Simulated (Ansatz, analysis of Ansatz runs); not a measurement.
**Substitutional B in diamond: charge-transition level, PBE**

How near does this set-up come to the measured charge-transition level? Subject: substitutional B in diamond. Set-up: PBE, 64-site cell, measured lattice, 420 eV, k: the single point 1/4 1/4 1/4 then 2x2x2 shifted 0.5 0.5 0.5. The model is a cell of 64 host atoms with 1 C taken out and 1 B put in. The level is the Fermi energy at which two charge states have equal formation energy, after a correction for the images of the charge. The measured lattice removes the functional's error in the volume.

**The experiment.** (0/-1) level above the valence-band top: 0.368 eV, by acceptor ionization energy (cited; method not stated) (quoted in “Phosphorescence and donor-acceptor pair recombination in laboratory-grown diamonds”, 2023, Jiahui Zhao et al., quoting earlier work (1993)). The calculation is set beside it at the end.

Method: plane-wave PAW DFT, PBE; relaxation of all atoms of a defect supercell, in Ansatz 0.2.0.

### Step 1. The structure

The cell holds 64 atoms: 63 C and 1 B. Its edges and angles: a = 7.133 Å, b = 7.133 Å, c = 7.133 Å, α = 90.0°, β = 90.0°, γ = 90.0°. It derives from C (space group Fd-3m). Nearest the centre at fractional (0.375, 0.375, 0.375): B8 at 0.00 Å, C27 at 1.54 Å, C49 at 1.54 Å, C42 at 1.54 Å, C4 at 1.54 Å, C15 at 2.52 Å, C7 at 2.52 Å, C5 at 2.52 Å.

The host's primitive cell comes from a first run (plane-wave PAW DFT, PBE; relaxation of the host's atoms at the measured cell): vectors of 2.522, 2.522 and 2.522 Å. That is 5.67 Å³ an atom. The supercell is built on it.

### Step 2. Relaxation, charge 0

Every later number rests on the structure around the defect, so the atoms are relaxed at the host's lattice first.

Contents of relax0/input.yaml:

```yaml
relax:
  f_tol: 0.02
  max_steps: 80
  random_displacement: { amplitude: 0.05, seed: 682 }
crystal:
  lattice:
    - [7.13348, 0.0, 0.0]
    - [0.0, 7.13348, 0.0]
    - [0.0, 0.0, 7.13348]
  atoms:
    - { symbol: C, position: [0.0, 0.0, 0.25] }
    - { symbol: C, position: [0.0, 0.25, 0.0] }
    - { symbol: C, position: [0.25, 0.0, 0.0] }
    - { symbol: C, position: [0.25, 0.25, 0.25] }
    - { symbol: C, position: [0.125, 0.125, 0.375] }
    - { symbol: C, position: [0.125, 0.375, 0.125] }
    - { symbol: C, position: [0.375, 0.125, 0.125] }
    - { symbol: B, position: [0.375, 0.375, 0.375] }
    - { symbol: C, position: [0.0, 0.0, 0.75] }
    - { symbol: C, position: [0.0, 0.25, 0.5] }
    - { symbol: C, position: [0.25, 0.0, 0.5] }
    - { symbol: C, position: [0.25, 0.25, 0.75] }
    - { symbol: C, position: [0.125, 0.125, 0.875] }
    - { symbol: C, position: [0.125, 0.375, 0.625] }
    - { symbol: C, position: [0.375, 0.125, 0.625] }
    - { symbol: C, position: [0.375, 0.375, 0.875] }
    - { symbol: C, position: [0.0, 0.5, 0.25] }
    - { symbol: C, position: [0.0, 0.75, 0.0] }
    - { symbol: C, position: [0.25, 0.5, 0.0] }
    - { symbol: C, position: [0.25, 0.75, 0.25] }
    - { symbol: C, position: [0.125, 0.625, 0.375] }
    - { symbol: C, position: [0.125, 0.875, 0.125] }
    - { symbol: C, position: [0.375, 0.625, 0.125] }
    - { symbol: C, position: [0.375, 0.875, 0.375] }
    - { symbol: C, position: [0.0, 0.5, 0.75] }
    - { symbol: C, position: [0.0, 0.75, 0.5] }
    - { symbol: C, position: [0.25, 0.5, 0.5] }
    - { symbol: C, position: [0.25, 0.75, 0.75] }
    - { symbol: C, position: [0.125, 0.625, 0.875] }
    - { symbol: C, position: [0.125, 0.875, 0.625] }
    - { symbol: C, position: [0.375, 0.625, 0.625] }
    - { symbol: C, position: [0.375, 0.875, 0.875] }
    - { symbol: C, position: [0.5, 0.0, 0.25] }
    - { symbol: C, position: [0.5, 0.25, 0.0] }
    - { symbol: C, position: [0.75, 0.0, 0.0] }
    - { symbol: C, position: [0.75, 0.25, 0.25] }
    - { symbol: C, position: [0.625, 0.125, 0.375] }
    - { symbol: C, position: [0.625, 0.375, 0.125] }
    - { symbol: C, position: [0.875, 0.125, 0.125] }
    - { symbol: C, position: [0.875, 0.375, 0.375] }
    - { symbol: C, position: [0.5, 0.0, 0.75] }
    - { symbol: C, position: [0.5, 0.25, 0.5] }
    - { symbol: C, position: [0.75, 0.0, 0.5] }
    - { symbol: C, position: [0.75, 0.25, 0.75] }
    - { symbol: C, position: [0.625, 0.125, 0.875] }
    - { symbol: C, position: [0.625, 0.375, 0.625] }
    - { symbol: C, position: [0.875, 0.125, 0.625] }
    - { symbol: C, position: [0.875, 0.375, 0.875] }
    - { symbol: C, position: [0.5, 0.5, 0.25] }
    - { symbol: C, position: [0.5, 0.75, 0.0] }
    - { symbol: C, position: [0.75, 0.5, 0.0] }
    - { symbol: C, position: [0.75, 0.75, 0.25] }
    - { symbol: C, position: [0.625, 0.625, 0.375] }
    - { symbol: C, position: [0.625, 0.875, 0.125] }
    - { symbol: C, position: [0.875, 0.625, 0.125] }
    - { symbol: C, position: [0.875, 0.875, 0.375] }
    - { symbol: C, position: [0.5, 0.5, 0.75] }
    - { symbol: C, position: [0.5, 0.75, 0.5] }
    - { symbol: C, position: [0.75, 0.5, 0.5] }
    - { symbol: C, position: [0.75, 0.75, 0.75] }
    - { symbol: C, position: [0.625, 0.625, 0.875] }
    - { symbol: C, position: [0.625, 0.875, 0.625] }
    - { symbol: C, position: [0.875, 0.625, 0.625] }
    - { symbol: C, position: [0.875, 0.875, 0.875] }
  host:
    repeats: [2, 2, 2]
    atoms:
      - { symbol: C, position: [0.0, 0.0, 0.5] }
      - { symbol: C, position: [0.0, 0.5, 0.0] }
      # ... 6 more atoms of the perfect host
basis:
  ecutwfc: 420
  xc_grid: 2
hamiltonian:
  xc: pbe
kpoints:
  mp_grid: { grid: [1, 1, 1], shift: [0.25, 0.25, 0.25] }
magnetization:
  spin_polarized: true
  initial_magnetization: 1
  spin_locking: { lock_magnetization: hard }
scf:
  occupations: { method: fermi_dirac, width: 0.01 }
  max_iter: 120
output:
  forces: true
  charged_corrections:
    epsilon: 5.84
    static_epsilon: 5.84
    defect_position: [0.375, 0.375, 0.375]
checkpoint:
  write: "../relax0.run"
  compress: false
  write_wavefunctions: true
  write_every: 100000
```

Run with:

```sh
$ ansatz run input.yaml --threads 2 --pin off --max-ram 3768MiB --backend cpu --events-out ev --progress --plain --runs-dir out
```

Numbers of over 12 decimals in the logs are rounded to 6 here.

Output:

```text
[... repeated set-up lines and file paths are left out, and long positions are rounded to six places ...]
Engine: ansatz 0.2.0, aarch64-unknown-linux-gnu
Pseudopotentials: kind: paw
Pseudopotential: C, paw, valence charge 4, recommended cutoff 420 eV (normal), C.paw.azcp
Pseudopotential: B, paw, valence charge 3, recommended cutoff 420 eV (normal), B.paw.azcp
Functional definition: PBE
  parameter kappa = 0.804
  parameter beta = 0.066725
  exchange = pbe_x(kappa = kappa, mu = beta*pi^2/3)
  correlation = pbe_c(beta = beta)
Crystal: 64 atoms, lattice volume = 362.998 Å³
Basis set: ecut = 420 eV, 7123 PW (Γ), exchange–correlation on 96×96×96 points (8 copies of the dense FFT grid, shifted against one another)
Bands: 192, of which v1, the nominal top of the filled ones, is band 128 counted from 1 (127 counted from 0)
Symmetry: 1 space group operations
k-points: 1
Non-local potential: C, projectors of the file, l = 0: 2, l = 1: 2, l = 2: 1
Non-local potential: B, projectors of the file, l = 0: 2, l = 1: 2, l = 2: 1
PAW form: soft (Blöchl's): semilocal exchange-correlation on the pseudo side does not see the compensation charge
PAW one-centre angular grid: C, 110 points (default); XC on 64 Gauss nodes
PAW one-centre angular grid: B, 110 points (default); XC on 64 Gauss nodes
Initial density: superposition of atomic densities (chi_scale 0.1, normalization cell, long waves kept (reshape's long-wave potential 0.12 eV rms))
Starting moments: Σ|m| = 1 μB on 64 of 64 sites
Initial wavefunctions: pseudopotential atomic-orbital guess
Functional: x = pbe(κ = 0.804, μ = 0.219515), c = pbe(β = 0.066725)
SCF iter   1: F=—  HF=-15969.816434 eV  |F-HF|=—  |Δ(HF+E_count)|=         —  Δρ=7.18e-2 (↑7.18e-2 ↓7.07e-2)  dr2=5.79e1  dr2_m=1.41e-2  M=1.000 μB ∫|m|=1.001 μB  β_m=0.30  ethr=3.10e-3  ⟨swp⟩=5.0  Hψ=1542  notcnv=0  defer=90
preconditioner: auto → Resta (q_TF=auto, 2.572 Å⁻¹)  ε∞=4.4  [insulator: Δε(μ)=0.101 eV  Ē_g=16.960 eV  σ=0.010 eV  W_gap=0.99  n_scr=92 (ndim 8)  ℏωp=31.1 eV  f_vac=0.000  D(μ)=1.27/eV (n_scr^D=0)  ε∞_Penn≈4.4]
spin=Collinear: Resta preconditioning applied to the charge; magnetization (m = ρ↑ − ρ↓) channel mixes plain (no charge-response kernel on spin).
SCF iter   2: F=—  HF=-15960.944517 eV  |F-HF|=—  |Δ(HF+E_count)|=    8.87e0  Δρ=5.22e-2 (↑5.22e-2 ↓5.13e-2)  dr2=3.02e1  dr2_m=6.39e-3  M=1.000 μB ∫|m|=1.004 μB  β_m=0.65  ethr=3.10e-3  ⟨swp⟩=3.0  Hψ=716  notcnv=0  defer=110
SCF iter   3: F=—  HF=-15951.352804 eV  |F-HF|=—  |Δ(HF+E_count)|=    9.59e0  Δρ=6.19e-3 (↑4.45e-3 ↓6.19e-3)  dr2=2.71e-1  dr2_m=1.57e-2  M=1.000 μB ∫|m|=1.037 μB  β_m=0.76  ethr=3.10e-3  ⟨swp⟩=3.0  Hψ=564  notcnv=0  defer=110
SCF iter   4: F=—  HF=-15951.469426 eV  |F-HF|=—  |Δ(HF+E_count)|=   1.17e-1  Δρ=1.76e-3 (↑1.63e-3 ↓1.76e-3)  dr2=2.68e-2  dr2_m=3.03e-4  M=1.000 μB ∫|m|=1.044 μB  β_m=0.77  ethr=1.06e-4  ⟨swp⟩=2.5  Hψ=663  notcnv=0  defer=110
SCF iter   5: F=—  HF=-15951.483016 eV  |F-HF|=—  |Δ(HF+E_count)|=   1.36e-2  Δρ=6.27e-4 (↑5.69e-4 ↓6.27e-4)  dr2=2.45e-3  dr2_m=6.87e-5  M=1.000 μB ∫|m|=1.047 μB  β_m=0.83  ethr=1.05e-5  ⟨swp⟩=3.0  Hψ=501  notcnv=0  defer=110
SCF iter   6: F=—  HF=-15951.486960 eV  |F-HF|=—  |Δ(HF+E_count)|=   3.94e-3  Δρ=1.00e-4 (↑9.49e-5 ↓1.00e-4)  dr2=8.39e-5  dr2_m=1.90e-6  M=1.000 μB ∫|m|=1.048 μB  β_m=0.86  ethr=9.63e-7  ⟨swp⟩=2.0  Hψ=548  notcnv=0  defer=110
SCF iter   7: F=—  HF=-15951.487070 eV  |F-HF|=—  |Δ(HF+E_count)|=   1.11e-4  Δρ=2.44e-5 (↑2.16e-5 ↓2.44e-5)  dr2=4.19e-6  dr2_m=1.15e-7  M=1.000 μB ∫|m|=1.049 μB  β_m=0.86  ethr=3.92e-9  ⟨swp⟩=4.0  Hψ=1015  notcnv=0
SCF iter   8: F=-15951.487075 eV  HF=-15951.487075 eV  |F-HF|=6.38e-8  |Δ(HF+E_count)|=   4.34e-6  Δρ=5.04e-6 (↑5.04e-6 ↓4.81e-6)  dr2=1.88e-7  dr2_m=8.50e-9  M=1.000 μB ∫|m|=1.049 μB  ethr=1.64e-9  ⟨swp⟩=3.0  Hψ=849  notcnv=0
SCF 1 converged in 8 iterations: F = -15951.487075 eV  dr2 = 1.88e-7
  greatest PAW one-centre occupation: 0.659 electrons in one spin orbital (limit 2), on the C atom at site 48 (counted from 0), in its partial waves of l = 0
relax step   1: F+E_penalty+E_count = -15951.48707462 eV  Δ(F+E_penalty+E_count) = +0.000e0 eV  max|allowed force component| = 3.333e0 eV/Å  Δτ_max = 0.0000 Å  (8 SCF iters, dr2 threshold 1.00e-5 eV, accepted)
[... the SCF cycles and remarks between the steps are left out from here to the last step ...]
relax step   2: F+E_penalty+E_count = -15954.58614857 eV  Δ(F+E_penalty+E_count) = -3.099e0 eV  max|allowed force component| = 1.864e0 eV/Å  Δτ_max = 0.0632 Å  (6 SCF iters, dr2 threshold 1.00e-4 eV, accepted)
relax step   3: F+E_penalty+E_count = -15954.82380788 eV  Δ(F+E_penalty+E_count) = -2.377e-1 eV  max|allowed force component| = 4.476e0 eV/Å  Δτ_max = 0.2000 Å  (6 SCF iters, dr2 threshold 1.00e-4 eV, accepted)
relax step   4: F+E_penalty+E_count = -15955.36461431 eV  Δ(F+E_penalty+E_count) = -5.408e-1 eV  max|allowed force component| = 3.309e-1 eV/Å  Δτ_max = 0.1857 Å  (6 SCF iters, dr2 threshold 1.00e-4 eV, accepted)
relax step   5: F+E_penalty+E_count = -15955.37874241 eV  Δ(F+E_penalty+E_count) = -1.413e-2 eV  max|allowed force component| = 6.409e-2 eV/Å  Δτ_max = 0.0124 Å  (5 SCF iters, dr2 threshold 6.84e-6 eV, accepted)
relax step   6: F+E_penalty+E_count = -15955.37944002 eV  Δ(F+E_penalty+E_count) = -6.976e-4 eV  max|allowed force component| = 1.673e-2 eV/Å  Δτ_max = 0.0018 Å  (6 SCF iters, accepted)
relax step   7: F+E_penalty+E_count = -15955.37947919 eV  Δ(F+E_penalty+E_count) = -3.917e-5 eV  max|allowed force component| = 8.196e-3 eV/Å  Δτ_max = 0.0005 Å  (5 SCF iters, accepted)
relax step   8: F+E_penalty+E_count = -15955.37949601 eV  Δ(F+E_penalty+E_count) = -1.682e-5 eV  max|allowed force component| = 8.288e-3 eV/Å  Δτ_max = 0.0003 Å  (5 SCF iters, accepted)
relax step   9: F+E_penalty+E_count = -15955.37951791 eV  Δ(F+E_penalty+E_count) = -2.191e-5 eV  max|allowed force component| = 3.847e-3 eV/Å  Δτ_max = 0.0006 Å  (6 SCF iters, accepted)
SCF iter   1: F=—  HF=-15955.378944 eV  |F-HF|=—  |Δ(HF+E_count)|=         —  Δρ=5.80e-5 (↑1.73e-5 ↓5.80e-5)  dr2=1.48e-5  dr2_m=1.95e-6  M=1.000 μB ∫|m|=1.054 μB  β_m=0.30  ethr=6.72e-8  ⟨swp⟩=5.0  Hψ=852  notcnv=0  defer=116
SCF iter   2: F=—  HF=-15955.379523 eV  |F-HF|=—  |Δ(HF+E_count)|=   5.79e-4  Δρ=3.90e-5 (↑1.21e-5 ↓3.90e-5)  dr2=5.77e-6  dr2_m=9.19e-7  M=1.000 μB ∫|m|=1.054 μB  β_m=0.57  ethr=5.82e-9  ⟨swp⟩=1.0  Hψ=442  notcnv=0  defer=116
SCF iter   3: F=—  HF=-15955.379522 eV  |F-HF|=—  |Δ(HF+E_count)|=   1.03e-6  Δρ=6.20e-6 (↑2.24e-6 ↓6.20e-6)  dr2=1.04e-7  dr2_m=2.99e-8  M=1.000 μB ∫|m|=1.054 μB  β_m=0.65  ethr=2.26e-9  ⟨swp⟩=2.0  Hψ=446  notcnv=0  defer=116
iter 4 did not close the SCF: its close was put off for a magnetic moment that had not settled (scf_convergence_deferred on its scf_iter line)
SCF iter   4: F=-15955.379522 eV  HF=-15955.379522 eV  |F-HF|=8.62e-10  |Δ(HF+E_count)|=   6.73e-9  Δρ=8.82e-7 (↑7.76e-7 ↓8.82e-7)  dr2=2.84e-9  dr2_m=1.05e-9  M=1.000 μB ∫|m|=1.054 μB  β_m=0.77  ethr=3.92e-11  ⟨swp⟩=3.5  Hψ=910  notcnv=0
SCF iter   5: F=-15955.379522 eV  HF=-15955.379522 eV  |F-HF|=3.09e-11  |Δ(HF+E_count)|=   1.68e-9  Δρ=2.54e-7 (↑1.61e-7 ↓2.54e-7)  dr2=2.32e-10  dr2_m=8.16e-11  M=1.000 μB ∫|m|=1.054 μB  ethr=1.11e-12  ⟨swp⟩=1.0  Hψ=903  notcnv=0
SCF 10 converged in 5 iterations: F = -15955.379522 eV  dr2 = 2.32e-10
relax step  10: F+E_penalty+E_count = -15955.37952188 eV  Δ(F+E_penalty+E_count) = -3.968e-6 eV  max|allowed force component| = 1.196e-3 eV/Å  Δτ_max = 0.0003 Å  (5 SCF iters, accepted)
NSCF: frozen V_eff on 1 k-points
the band table was solved once a step of the walk had ended and its energy, with any forces and stress, was formed, with the checks that follow a solve (1832 applications of the Hamiltonian). They found nothing against the state; [...]
SCF converged after 5 iterations
Magnetization: 1.0000 μB (128.0000 up, 127.0000 down)
Absolute magnetization: 1.0530 μB (∫|ρ↑−ρ↓|, with the PAW one-centre terms)
Spin contamination: 0.0003 ħ² per cell (⟨S²⟩ above its minimum at these occupations)
Per-site moments (μB) at R_I (Å): [(0.00516611, 0.632557), (0.00491532, 0.634264), (0.00516651, 0.632565), [... 61 left out ...]
Free energy (F): -15955.379522 eV
Harris-Foulkes:  -15955.379522 eV  (|F-HF|=3.09e-11)
Internal energy: -15955.379522 eV  (E = F + TS)
E sigma→0 (E₀):  -15955.379522 eV
Entropy (-TS):   -0.000000 eV (-0.000 meV/atom)
Fermi energy:    12.962937 (↑ 15.560328, ↓ 12.891667) eV
--- Per-component energies (eV) ---
  E_band       = 1105.309107
  E_kinetic    = 5867.876905
  E_local      = -3895.266567  (includes V_loc(G=0)·N_el)
  E_nonlocal   = 1693.832756
  E_hartree    = 856.268251
  E_xc         = -3103.425126
  E_vxc        = -3851.108127  (∫ρ·V_xc dr)
  E_paw        = -6329.786700  (= ΣΔE_a)
  E_vpaw       = -422.562912  (= ΣTr[D̂ρ^β])
  E_aug_tail   = 0.000543  (compensation charges beyond the density's cutoff)
  E_ewald      = -11044.879583
  E_smearing   = -0.000000  (= −TS)
  E_closure    = -0.000000  (closes the sum)
  Σ components = -15955.379522   (vs F -15955.379522, Δ=0.00e0)
--- Forces (eV/Å), atoms counted from 1 ---
  atom   1  C      0.00026906     0.00006561    -0.00047495
  atom   2  C      0.00024783     0.00036481     0.00004542
  [... 1 atom left out ...]
  atom   4  C     -0.00073396    -0.00007365     0.00118205
  atom   5  C      0.00114215     0.00001736     0.00015542
  [... 1 atom left out ...]
  atom   7  C      0.00023833    -0.00072876     0.00043332
  atom   8  B     -0.00067316     0.00001819    -0.00040152
  [... 6 atoms left out ...]
  atom  15  C     -0.00069499     0.00088128    -0.00083434
  [... 5 atoms left out ...]
  atom  21  C      0.00016708    -0.00029921    -0.00002534
  [... 5 atoms left out ...]
  atom  27  C     -0.00038569    -0.00104900     0.00098568
  [... 3 atoms left out ...]
  atom  31  C      0.00008589    -0.00052681     0.00053216
  [... 10 atoms left out ...]
  atom  42  C     -0.00008272    -0.00028308     0.00045972
  [... 6 atoms left out ...]
  atom  49  C      0.00085635    -0.00015045     0.00001573
  [... 15 atoms left out ...]
  max |Σ_I F_I| component: 3.92e-6 eV/Å
--- Band table (eV) ---
  k-point 0 ↑: bands = ["-7.7803", "-6.6943", "-6.6835", "-6.5057", [... 184 left out ...] "23.2576", "23.3071", "23.3599", "23.5751"]
  k-point 0 ↓: bands = ["-7.7589", "-6.6701", "-6.6618", "-6.4849", [... 184 left out ...] "23.3087", "23.3299", "23.3886", "23.6162"]
--- Relaxed structure (10 steps of the walk, 10 accepted, 0 SCFs on fresh bases) ---
  F+E_penalty+E_count = -15955.37952188 eV   max|allowed force component| = 1.196e-3 eV/Å
  atoms:
    - { symbol: C, position: [-7.453946857440981e-5, -0.001272, 0.249678] }
    - { symbol: C, position: [-0.000186, 0.249639, -0.001300] }
    [... 1 atom left out ...]
    - { symbol: C, position: [0.247559, 0.246050, 0.246438] }
    - { symbol: C, position: [0.124409, 0.124337, 0.372809] }
    [... 1 atom left out ...]
    - { symbol: C, position: [0.373926, 0.124339, 0.123295] }
    - { symbol: B, position: [0.372980, 0.376530, 0.371864] }
    [... 6 atoms left out ...]
    - { symbol: C, position: [0.375164, 0.125162, 0.623847] }
    [... 5 atoms left out ...]
    - { symbol: C, position: [0.124387, 0.625308, 0.374360] }
    [... 5 atoms left out ...]
    - { symbol: C, position: [0.247710, 0.501541, 0.504057] }
    [... 3 atoms left out ...]
    - { symbol: C, position: [0.374026, 0.625394, 0.624670] }
    [... 10 atoms left out ...]
    - { symbol: C, position: [0.505342, 0.245321, 0.504225] }
    [... 6 atoms left out ...]
    - { symbol: C, position: [0.505171, 0.501537, 0.246594] }
    [... 15 atoms left out ...]
```

It took 1.9 min on 2 threads of Arm Neoverse V1, shared host; peak memory 1 GiB.

The steps of the relaxation:

```csv
step,energy less that of the first step (eV),largest force component (eV/Å)
1,0.0000,3.3334
2,-3.0991,1.8636
3,-3.3367,4.4758
4,-3.8775,0.3309
5,-3.8917,0.0641
6,-3.8924,0.0167
7,-3.8924,0.0082
8,-3.8924,0.0083
9,-3.8924,0.0038
10,-3.8924,0.0012
```

The atoms that moved most (Å, from the sites as typed, ahead of the random displacement, the mean shift of all atoms taken out):

```csv
atom,dx,dy,dz,length
C42,0.036,-0.030,0.036,0.059
C27,-0.018,0.014,0.035,0.042
C49,0.035,0.014,-0.018,0.042
C4,-0.019,-0.025,-0.020,0.037
B8,-0.016,0.014,-0.016,0.027
C14,-0.010,0.012,0.006,0.016
C38,0.006,0.012,-0.010,0.016
C5,-0.006,-0.002,-0.010,0.012
```

Neighbours of B8 at the end:

```csv
atom,distance (Å)
C4,1.571
C49,1.576
C27,1.576
C42,1.631
C6,2.507
C23,2.509
C21,2.509
C7,2.526
C5,2.526
C53,2.531
C31,2.531
C38,2.533
C14,2.533
C37,2.539
C15,2.539
C46,2.546
```

Numbers from this step:

```
free energy                           : -15955.3795 eV
total moment                          : 1 μB
integral of the absolute spin density : 1.053 μB
spin contamination                    : 3.24e-4
```

The relaxation ends 61 meV an atom lower than the displaced start, with a largest force component of 0.0012 eV/Å.

[end of part 1 of 2]

[Logs are printed without paths, hosts, clocks, repeated set-up lines and the standing remarks that a program may print on its own settings, such as how far it seeks lower states.]

[Hosts, paths, dates, database ids (printed as entryN), source tags and the programs' standing remarks are cut or masked in the printed files.]

[For some hosts the program warned that the k-mesh of the response run may be too coarse for force constants and the static dielectric constant; such warnings are not shown here.]
